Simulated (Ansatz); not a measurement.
Planning a run of Ansatz 0.2.0 on Bi2S2O (P4/nmm). The input:

```yaml
crystal:
  lattice:
    - [3.95410139, 0.0, 0.0]
    - [0.0, 3.95410139, 0.0]
    - [0.0, 0.0, 14.05057958]
  atoms:
    - { symbol: Bi, position: [0.0, 0.5, 0.86649583] }
    - { symbol: Bi, position: [0.5, 0.0, 0.13350417] }
    - { symbol: Bi, position: [0.5, 0.0, 0.58909314] }
    - { symbol: Bi, position: [0.0, 0.5, 0.41090686] }
    - { symbol: S, position: [0.5, 0.0, 0.89431341] }
    - { symbol: S, position: [0.0, 0.5, 0.10568659] }
    - { symbol: S, position: [0.0, 0.5, 0.68748752] }
    - { symbol: S, position: [0.5, 0.0, 0.31251248] }
    - { symbol: O, position: [0.0, 0.0, 0.5] }
    - { symbol: O, position: [0.5, 0.5, 0.5] }
kpoints:
  mp_grid: { grid: [4, 4, 2] }
hamiltonian:
  xc: r2scan
scf:
  occupations: { method: fixed }
gw:
  n_empty_bands: 469
  ecut_chi: 96
  qp_bands: [v3, c3]
  qp_kpoints: band_edges
  screening: { model: contour_deformation }
```

```sh
ansatz run input.yaml --threads 3 --pin off --max-ram 92160MiB --backend cuda --events-out ev --progress --plain --runs-dir out --devices 1 --max-vram 13GiB
```

Q: How long will it take on 1 × NVIDIA H100 80GB HBM3 (shared by 6 runs) with 3 threads of AMD EPYC 7R13 (Zen 3), shared host, and how much memory?

It took 46 s; on shared hardware allow 23 s to 91 s. Peak host memory was 2.5 GiB. The sizes that set the cost: 5587 plane waves a state, 12 irreducible k points, 517 bands summed, 443 plane waves in the screening and 8 SCF cycles.

The screening grows as filled bands × empty bands × pairs of k points, times the square of the screening basis for the matrix.

[Paths, hosts, dates, memory and timing lines, banners, echoed tables and standing remarks are left out of the program output.]

[Logs are printed without paths, hosts, clocks, repeated set-up lines and the standing remarks that a program may print on its own settings, such as how far it seeks lower states.]

[Runs of the session that timed out or met a known fault of the program may be left out.]

[Cells called generated may have been cut or substituted from an entry of the Crystallography Open Database or the Materials Project.]

[Hosts, paths, dates, database ids (printed as entryN), source tags and the programs' standing remarks are cut or masked in the printed files.]
